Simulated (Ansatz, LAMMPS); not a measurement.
# Local environments in glassy 46SiO2-16Al2O3-16BaO-16Li2O-5Sc2O3 (mol %) (121 atoms)

Density of this cell: 3.26 g/cm³. The cell holds 121 atoms: 17 Si, 12 Al, 6 Ba, 12 Li, 4 Sc and 70 O. Its edges and angles: a = 11.530 Å, b = 11.530 Å, c = 11.530 Å, α = 90.0°, β = 90.0°, γ = 90.0°. 121 atoms (17 Si, 12 Al, 6 Ba, 12 Li, 4 Sc, 70 O) placed at random at 3.16 g/cm³, melted at 4000 K for 10 ps at fixed volume with the Morse and Coulomb pair potential with partial charges (Pedone, Malavasi, Menziani, Cormack and Segre, J. Phys. Chem. B 110, 11780 (2006)). Quenched from 4000 K to 300 K at 300 K/ps and fixed volume, held 10 ps at zero pressure, then minimised at fixed cell.

Computed with Ansatz 0.2.0: Kohn-Sham DFT, PBE, PAW (set soft_2), plane waves; cutoff 420 eV, Γ point, fixed occupations. Geometry: the geometry as built.

The whole cell was solved; only parts of it are printed.

A closer look about O83, which has 4 bonded neighbours where the commonest count for O is 3: 46 atoms, nearest first, numbered in the order of the input, with positions taken from that point.

```csv
atom,x,y,z,distance (Å),bonds,Löwdin charge (e),Fx,Fy,Fz (eV/Å)
O83,0.00,0.00,0.00,0.00,4,-0.87,-1.45,-0.78,1.19
Si16,1.02,0.62,-1.11,1.63,4,1.64,-0.54,-0.82,0.28
Li46,-1.01,1.26,1.12,1.97,4,0.79,0.50,0.00,-0.44
Sc49,0.40,-1.79,0.88,2.04,6,1.31,-0.37,-0.05,-1.24
Li40,-1.85,-0.07,-0.92,2.06,4,0.78,0.46,-0.02,-0.15
O81,0.19,0.41,-2.53,2.57,2,-0.81,-0.22,0.60,-0.99
O94,1.46,2.04,-0.61,2.58,3,-0.85,0.83,2.63,0.21
O116,2.31,-0.30,-1.27,2.65,3,-0.86,1.58,-1.14,-0.42
O117,1.11,-0.66,2.64,2.94,3,-0.87,-0.64,-0.30,0.10
O89,0.05,-2.97,-0.77,3.06,2,-0.79,-0.40,2.53,1.12
O76,-2.48,-0.07,1.89,3.12,4,-0.90,-0.01,1.53,-0.52
O79,-0.64,3.06,0.37,3.15,3,-0.89,0.53,-0.10,1.81
O98,-2.20,1.84,-1.29,3.15,4,-1.02,-1.77,-1.40,0.06
O82,-1.33,-2.31,1.82,3.23,3,-0.85,1.25,-1.19,0.95
O55,-1.71,-1.44,-2.44,3.31,3,-0.86,-0.71,-0.65,1.18
O59,-2.99,-1.57,-0.13,3.38,3,-0.88,-0.31,0.76,-1.89
Al18,0.92,1.08,3.10,3.41,4,1.26,0.89,-1.49,0.21
Si7,-2.68,-1.59,1.41,3.42,4,1.66,-0.26,0.42,0.05
O100,1.94,2.07,2.03,3.49,3,-0.86,-0.18,1.31,-0.45
O80,2.34,-2.53,0.58,3.49,3,-0.76,0.07,0.74,-1.04
O75,-0.73,1.53,3.11,3.54,4,-0.95,-0.30,1.04,-0.50
Si2,-0.92,-0.47,-3.39,3.55,4,1.70,1.51,0.14,0.85
Al23,1.18,3.32,0.83,3.62,5,1.22,-0.59,-0.16,-0.23
Si5,-1.32,3.19,-1.12,3.63,4,1.61,0.49,-0.39,0.43
O99,3.44,-0.18,1.47,3.75,3,-0.84,0.52,-0.35,-1.13
Sc48,3.86,-1.32,-0.28,4.09,6,1.32,-0.87,1.11,0.73
Al20,-2.76,-2.58,-1.60,4.10,4,1.31,0.26,-0.56,0.42
Al25,2.83,-1.07,2.82,4.13,4,1.29,-0.54,0.65,-0.08
O105,-0.34,3.43,-2.31,4.15,3,-1.02,1.78,0.26,-2.31
Li36,2.78,0.44,-3.06,4.16,3,0.78,0.13,0.00,0.19
Al26,-2.34,0.88,3.37,4.20,4,1.24,-0.25,-0.33,0.48
Al28,3.63,1.58,1.51,4.24,4,1.30,0.03,-0.96,0.14
Si6,0.48,-4.31,-1.41,4.56,4,1.69,-0.21,-0.17,-0.07
O96,-1.95,0.45,-4.15,4.61,3,-0.88,-0.73,1.31,-0.69
Ba31,-4.25,1.73,0.56,4.62,7,1.93,-0.49,0.64,0.15
O62,0.02,-1.31,-4.43,4.62,3,-0.83,-0.86,-0.45,-0.88
Li39,-3.68,1.34,-2.70,4.76,3,0.76,-0.13,-0.11,0.10
Si3,2.47,-3.73,1.62,4.76,4,1.73,-1.07,-0.16,-0.29
O63,0.96,-4.29,1.84,4.76,3,-0.79,-0.56,0.95,0.03
O77,2.19,-2.51,-3.50,4.83,2,-0.80,-0.07,0.30,0.81
O115,4.48,1.92,0.02,4.87,3,-0.86,0.24,0.48,0.52
O73,2.91,-2.83,2.89,4.99,3,-0.77,0.60,-0.35,1.49
O93,3.82,2.00,-2.59,5.03,4,-1.04,-1.82,0.94,-2.11
O111,-3.88,-2.38,2.15,5.03,3,-0.83,0.41,-1.87,0.84
O112,-2.59,-4.21,-0.98,5.03,2,-0.91,-0.99,-0.02,-0.07
O84,2.68,4.28,0.44,5.07,3,-0.86,-1.12,-1.14,-0.54
```

The column of bonds counts only the pairs O-Si within 2.08 Å, O-Al within 2.19 Å, O-Li within 2.33 Å, O-Ba within 3.29 Å, O-Sc within 2.76 Å; other neighbours, such as metal atoms beside each other in a compound, aren't counted, and periodic images can show an atom twice.

Local excerpt of 46 atoms (numbers count through the whole input) about O57, which bears the longest force; x, y, z are measured from there.

```csv
atom,x,y,z,distance (Å),bonds,Löwdin charge (e),Fx,Fy,Fz (eV/Å)
O57,0.00,0.00,0.00,0.00,4,-1.00,1.84,2.39,1.40
Si15,-1.04,-1.05,-0.47,1.55,4,1.70,-1.39,-1.70,-1.43
Li43,0.51,1.19,1.45,1.95,3,0.74,-0.29,0.13,0.28
Li38,1.88,-0.36,0.51,1.98,4,0.80,-0.07,-0.82,-0.45
O66,-1.64,-1.90,0.81,2.63,3,-0.85,0.22,0.70,1.55
O118,-2.34,-0.42,-1.21,2.67,2,-0.88,-0.96,1.42,0.61
O88,-0.54,-2.08,-1.60,2.68,2,-0.83,1.08,-0.94,0.29
Ba30,-0.39,2.29,-1.56,2.80,8,1.88,0.07,-0.04,-0.10
O85,2.28,-1.66,-0.97,2.98,3,-0.91,0.39,1.12,1.17
O93,-0.16,0.31,3.06,3.08,4,-1.04,-1.82,0.94,-2.11
Li36,-1.19,-1.25,2.60,3.12,3,0.78,0.13,0.00,0.19
O90,0.74,0.15,-3.03,3.12,3,-0.94,-0.28,1.32,0.20
Al29,2.04,-0.82,-2.45,3.29,4,1.27,0.02,-0.92,-0.19
O78,0.86,3.05,1.22,3.40,4,-1.01,-0.34,-2.77,0.46
O113,2.93,-1.69,1.63,3.75,4,-0.90,-0.29,0.32,0.74
O58,3.75,0.52,0.10,3.79,4,-0.95,-0.31,-0.10,1.65
O109,0.92,-3.59,0.80,3.79,2,-0.83,-0.51,0.04,1.21
Al19,1.97,-3.29,-0.54,3.87,4,1.23,-0.11,0.06,-0.01
O120,2.50,2.47,-1.88,3.99,3,-0.89,-1.71,0.01,1.12
Al18,-3.05,-0.61,-2.78,4.17,4,1.26,0.89,-1.49,0.21
Si8,-2.40,-3.34,0.97,4.22,4,1.72,0.90,0.26,0.05
O102,-3.21,2.68,-0.67,4.23,4,-1.03,-0.06,-2.60,0.25
Al27,3.76,1.40,-1.38,4.24,4,1.22,0.32,0.23,-0.60
Si1,0.89,-0.10,4.15,4.24,4,1.59,-0.19,-0.66,0.53
Al25,-1.15,-2.75,-3.06,4.27,4,1.29,-0.54,0.65,-0.08
Al24,4.13,-1.22,0.39,4.32,4,1.16,0.13,-0.51,-1.00
O100,-2.03,0.38,-3.85,4.37,3,-0.86,-0.18,1.31,-0.45
Al28,-0.34,-0.10,-4.37,4.38,4,1.30,0.03,-0.96,0.14
Sc50,1.75,-3.06,2.64,4.40,5,1.30,0.42,0.23,-2.03
O74,3.64,0.05,-2.55,4.45,4,-0.89,-0.16,0.01,-0.99
O106,2.28,0.57,3.78,4.45,4,-1.04,2.27,1.04,-0.38
Ba33,-1.69,2.59,3.29,4.51,6,1.88,-0.41,-0.18,0.87
O53,1.14,-1.75,4.14,4.64,3,-0.80,0.13,-1.17,-0.10
O114,-2.20,-4.12,-0.37,4.68,3,-0.82,-0.11,-1.29,-1.91
O61,2.19,-2.08,-3.66,4.74,3,-0.89,0.25,0.79,-0.74
O99,-0.53,-1.87,-4.41,4.82,3,-0.84,0.52,-0.35,-1.13
Si12,1.08,4.59,1.01,4.82,4,1.64,-0.36,1.39,0.59
O119,1.52,-4.06,-2.14,4.84,4,-0.85,-0.52,-1.40,0.83
Li39,3.87,-0.35,2.96,4.88,3,0.76,-0.13,-0.11,0.10
O117,-2.87,-2.34,-3.24,4.92,3,-0.87,-0.64,-0.30,0.10
Ba32,-4.83,1.09,0.75,5.01,6,1.89,-0.04,0.66,0.60
O77,-1.78,-4.20,2.15,5.04,2,-0.80,-0.07,0.30,0.81
O81,-3.79,-1.28,3.12,5.07,2,-0.81,-0.22,0.60,-0.99
O116,-1.67,-1.99,4.39,5.10,3,-0.86,1.58,-1.14,-0.42
O62,-3.96,-2.99,1.22,5.11,3,-0.83,-0.86,-0.45,-0.88
O69,0.98,3.00,-4.06,5.14,3,-0.83,-1.03,-0.80,0.96
```

The column of bonds counts only the pairs O-Si within 2.08 Å, O-Al within 2.19 Å, O-Li within 2.33 Å, O-Ba within 3.29 Å, O-Sc within 2.76 Å; other neighbours, such as metal atoms beside each other in a compound, aren't counted, and periodic images can show an atom twice.

A closer look about Sc48, one of the 4 Sc atoms: 34 atoms, nearest first, numbered in the order of the input, with positions taken from that point.

```csv
atom,x,y,z,distance (Å),bonds,Löwdin charge (e),Fx,Fy,Fz (eV/Å)
Sc48,0.00,0.00,0.00,0.00,6,1.32,-0.87,1.11,0.73
O116,-1.55,1.02,-0.99,2.10,3,-0.86,1.58,-1.14,-0.42
O99,-0.42,1.13,1.74,2.12,3,-0.84,0.52,-0.35,-1.13
O80,-1.52,-1.21,0.86,2.13,3,-0.76,0.07,0.74,-1.04
O52,0.39,-1.39,-1.60,2.16,4,-0.85,0.98,0.37,1.17
O53,1.26,1.25,-1.23,2.16,3,-0.80,0.13,-1.17,-0.10
O92,1.38,-1.13,1.25,2.17,3,-0.87,-0.79,-1.03,-1.70
Li41,1.32,-2.62,-0.16,2.94,3,0.79,-0.19,-0.24,0.32
Al25,-1.03,0.25,3.10,3.27,4,1.29,-0.54,0.65,-0.08
Si1,1.01,2.90,-1.23,3.31,4,1.59,-0.19,-0.66,0.53
Sc50,1.87,-0.05,-2.73,3.31,5,1.30,0.42,0.23,-2.03
O115,0.62,3.24,0.30,3.31,3,-0.86,0.24,0.48,0.52
Si9,-0.72,-2.21,-2.41,3.35,4,1.72,-0.78,0.03,-0.88
Si3,-1.39,-2.41,1.90,3.37,4,1.73,-1.07,-0.16,-0.29
Al28,-0.22,2.90,1.79,3.41,4,1.30,0.03,-0.96,0.14
Si14,2.19,-0.69,2.53,3.41,4,1.70,0.11,1.79,0.14
Li36,-1.08,1.76,-2.78,3.46,3,0.78,0.13,0.00,0.19
O61,2.30,0.93,2.50,3.52,3,-0.89,0.25,0.79,-0.74
Si16,-2.84,1.93,-0.83,3.53,4,1.64,-0.54,-0.82,0.28
O73,-0.95,-1.52,3.17,3.64,3,-0.77,0.60,-0.35,1.49
Sc49,-3.46,-0.48,1.16,3.68,6,1.31,-0.37,-0.05,-1.24
O77,-1.67,-1.19,-3.22,3.82,2,-0.80,-0.07,0.30,0.81
O91,-1.78,-3.06,-1.51,3.85,3,-0.82,0.91,-0.87,0.14
O95,-0.46,-3.59,1.51,3.92,2,-0.80,1.20,-0.42,0.17
O93,-0.04,3.31,-2.31,4.04,4,-1.04,-1.82,0.94,-2.11
O117,-2.75,0.66,2.92,4.07,3,-0.87,-0.64,-0.30,0.10
O83,-3.86,1.32,0.28,4.09,4,-0.87,-1.45,-0.78,1.19
O94,-2.40,3.35,-0.33,4.13,3,-0.85,0.83,2.63,0.21
O89,-3.81,-1.65,-0.49,4.19,2,-0.79,-0.40,2.53,1.12
O60,3.49,-1.29,-2.45,4.45,3,-0.83,-0.37,0.32,0.68
O119,1.64,-1.06,4.01,4.46,4,-0.85,-0.52,-1.40,0.83
O100,-1.92,3.38,2.31,4.52,3,-0.86,-0.18,1.31,-0.45
O90,0.86,3.15,3.13,4.52,3,-0.94,-0.28,1.32,0.20
O106,2.40,3.58,-1.59,4.59,4,-1.04,2.27,1.04,-0.38
```

The column of bonds counts only the pairs O-Si within 2.08 Å, O-Al within 2.19 Å, O-Li within 2.33 Å, O-Ba within 3.29 Å, O-Sc within 2.76 Å; other neighbours, such as metal atoms beside each other in a compound, aren't counted, and periodic images can show an atom twice.

A closer look about O104, whose charge lies farthest from its element's mean: 47 atoms, nearest first, numbered in the order of the input, with positions taken from that point.

```csv
atom,x,y,z,distance (Å),bonds,Löwdin charge (e),Fx,Fy,Fz (eV/Å)
O104,0.00,0.00,0.00,0.00,5,-1.09,1.39,0.61,0.25
Al27,-1.54,-0.68,0.33,1.72,4,1.22,0.32,0.23,-0.60
Li44,0.02,1.57,1.06,1.90,2,0.80,0.19,-0.30,-0.01
Li45,1.94,-0.28,-0.47,2.01,4,0.76,-0.10,0.47,0.06
Li37,0.11,0.34,-2.05,2.08,3,0.78,-0.57,0.30,-0.04
O74,-1.65,-2.03,-0.83,2.75,4,-0.89,-0.16,0.01,-0.99
O120,-2.79,0.39,-0.17,2.83,3,-0.89,-1.71,0.01,1.12
O58,-1.55,-1.56,1.82,2.85,4,-0.95,-0.31,-0.10,1.65
O75,1.53,-2.24,-1.05,2.91,4,-0.95,-0.30,1.04,-0.50
Al26,-0.09,-2.88,-0.80,2.99,4,1.24,-0.25,-0.33,0.48
Ba32,1.40,-0.99,2.46,3.00,6,1.89,-0.04,0.66,0.60
O107,-1.77,0.41,-2.57,3.14,3,-1.01,1.65,-1.58,-1.70
O68,1.90,2.54,-0.36,3.20,3,-0.85,-1.56,0.84,-0.22
O102,3.02,0.60,1.05,3.26,4,-1.03,-0.06,-2.60,0.25
O64,0.32,1.53,3.01,3.39,3,-1.01,-0.93,-2.24,-0.41
Si10,-2.84,1.10,-1.65,3.46,4,1.63,0.48,0.14,-0.05
O108,2.81,0.85,-2.03,3.57,3,-0.87,0.37,-1.75,-0.12
O70,0.68,2.32,-2.66,3.60,4,-0.89,-1.59,0.26,0.62
Si4,2.14,2.30,-1.99,3.72,4,1.70,1.44,-0.28,0.31
Si17,2.98,2.16,0.84,3.77,4,1.63,-0.66,-0.01,0.13
O103,-0.21,-3.75,0.65,3.81,3,-0.95,0.65,-1.22,1.04
O71,-2.53,2.63,-1.45,3.92,3,-1.01,0.71,2.58,0.63
Al24,-1.17,-3.30,2.10,4.09,4,1.16,0.13,-0.51,-1.00
Li46,1.24,-2.50,-3.04,4.13,4,0.79,0.50,0.00,-0.44
Li47,-0.95,3.42,-2.20,4.18,3,0.80,-0.52,-0.26,0.05
O79,1.62,-0.71,-3.80,4.19,3,-0.89,0.53,-0.10,1.81
O101,2.30,2.87,2.11,4.24,3,-0.83,0.09,1.47,0.18
Al18,3.18,-2.69,-1.07,4.30,4,1.26,0.89,-1.49,0.21
Al29,-3.26,-2.90,-0.74,4.43,4,1.27,0.02,-0.92,-0.19
O76,-0.23,-3.83,-2.27,4.46,4,-0.90,-0.01,1.53,-0.52
Si11,1.13,2.85,3.27,4.48,4,1.67,0.32,-0.76,-0.61
Ba31,-1.99,-2.04,-3.60,4.59,7,1.93,-0.49,0.64,0.15
O96,0.30,-3.32,3.22,4.63,3,-0.88,-0.73,1.31,-0.69
O118,3.89,-2.50,0.51,4.65,2,-0.88,-0.96,1.42,0.61
Li42,-2.89,3.65,0.16,4.66,3,0.79,-0.17,-0.27,-0.23
Li38,-3.42,-2.44,2.23,4.75,4,0.80,-0.07,-0.82,-0.45
Al23,3.44,-0.45,-3.33,4.81,5,1.22,-0.59,-0.16,-0.23
O85,-3.02,-3.74,0.75,4.86,3,-0.91,0.39,1.12,1.17
Al22,0.48,2.22,-4.43,4.98,4,1.29,1.60,0.62,-0.66
O69,-4.32,0.92,-2.35,5.00,3,-0.83,-1.03,-0.80,0.96
O100,4.20,-1.70,-2.13,5.01,3,-0.86,-0.18,1.31,-0.45
O65,0.06,4.01,3.01,5.01,3,-0.88,-0.04,1.53,-0.63
O90,-4.56,-1.93,-1.31,5.12,3,-0.94,-0.28,1.32,0.20
O86,4.41,2.65,0.43,5.16,3,-0.84,2.53,1.28,-0.40
O110,-2.76,3.02,3.16,5.17,3,-0.89,0.88,-0.66,0.81
O67,-0.01,0.74,-5.13,5.18,3,-0.92,-2.04,0.28,-0.16
O63,3.22,3.48,-2.33,5.28,3,-0.79,-0.56,0.95,0.03
```

The column of bonds counts only the pairs O-Si within 2.08 Å, O-Al within 2.19 Å, O-Li within 2.33 Å, O-Ba within 3.29 Å, O-Sc within 2.76 Å; other neighbours, such as metal atoms beside each other in a compound, aren't counted, and periodic images can show an atom twice.

Neighbours are counted within 2.08 Å (O-Si), 2.19 Å (O-Al), 2.33 Å (O-Li), 3.29 Å (O-Ba), 2.76 Å (O-Sc).

Length of the force by element and coordination:

```csv
element,coordination,atoms,mean length of the force (eV/Å),spread,least,most
Al,all,12,0.919,0.455,0.129,1.84
Al,4,11,0.943,0.468,0.129,1.84
Al,5,1,0.652,0,0.652,0.652
Ba,all,6,0.599,0.321,0.127,0.978
Ba,5,1,0.262,0,0.262,0.262
Ba,6,2,0.933,0.0447,0.888,0.978
Ba,7,1,0.819,0,0.819,0.819
Ba,8,2,0.325,0.197,0.127,0.522
Li,all,12,0.486,0.194,0.195,0.936
Li,2,1,0.356,0,0.356,0.356
Li,3,7,0.416,0.153,0.195,0.641
Li,4,4,0.640,0.186,0.479,0.936
O,all,70,1.73,0.633,0.444,3.33
O,2,11,1.28,0.604,0.444,2.79
O,3,41,1.75,0.562,0.716,2.93
O,4,17,2.00,0.670,0.862,3.33
O,5,1,1.53,0,1.53,1.53
Sc,all,4,1.59,0.311,1.29,2.09
Sc,5,2,1.73,0.361,1.37,2.09
Sc,6,2,1.44,0.150,1.29,1.59
Si,all,17,1.10,0.573,0.281,2.62
```

Löwdin charges by element and coordination (they lack the spilled electrons, 0.061 e an atom on average):

```csv
element,coordination,atoms,mean charge (e),spread,least,most
Al,all,12,1.25,0.041,1.16,1.31
Al,4,11,1.26,0.0417,1.16,1.31
Al,5,1,1.22,0,1.22,1.22
Ba,all,6,1.89,0.0199,1.87,1.93
Ba,5,1,1.87,0,1.87,1.87
Ba,6,2,1.88,0.006,1.88,1.89
Ba,7,1,1.93,0,1.93,1.93
Ba,8,2,1.88,7.0e-4,1.88,1.88
Li,all,12,0.780,0.0189,0.736,0.801
Li,2,1,0.800,0,0.800,0.800
Li,3,7,0.776,0.0202,0.736,0.8
Li,4,4,0.783,0.0148,0.760,0.801
O,all,70,-0.886,0.0752,-1.09,-0.757
O,2,11,-0.830,0.0351,-0.905,-0.787
O,3,41,-0.873,0.0613,-1.02,-0.757
O,4,17,-0.944,0.0708,-1.04,-0.846
O,5,1,-1.09,0,-1.09,-1.09
Sc,all,4,1.32,0.0195,1.30,1.35
Sc,5,2,1.33,0.0259,1.30,1.35
Sc,6,2,1.31,0.0049,1.31,1.32
Si,all,17,1.67,0.0402,1.59,1.73
```

The quench rate of 300 K/ps is many orders above laboratory rates, so the cell is likely richer in defects and strain than a real sample. The network of bonds at the start is that of the classical potential that made the cell, and needn't be the one that DFT or experiment would give. Only the Γ point is sampled, in a cell whose shortest periodic width is 12 Å. The Löwdin charges lack the electrons that the projection spills, 0.061 e an atom on average.

[Logs are printed without paths, hosts, clocks, repeated set-up lines and the standing remarks that a program may print on its own settings, such as how far it seeks lower states.]

[Hosts, paths, dates, database ids (printed as entryN), source tags and the programs' standing remarks are cut or masked in the printed files.]
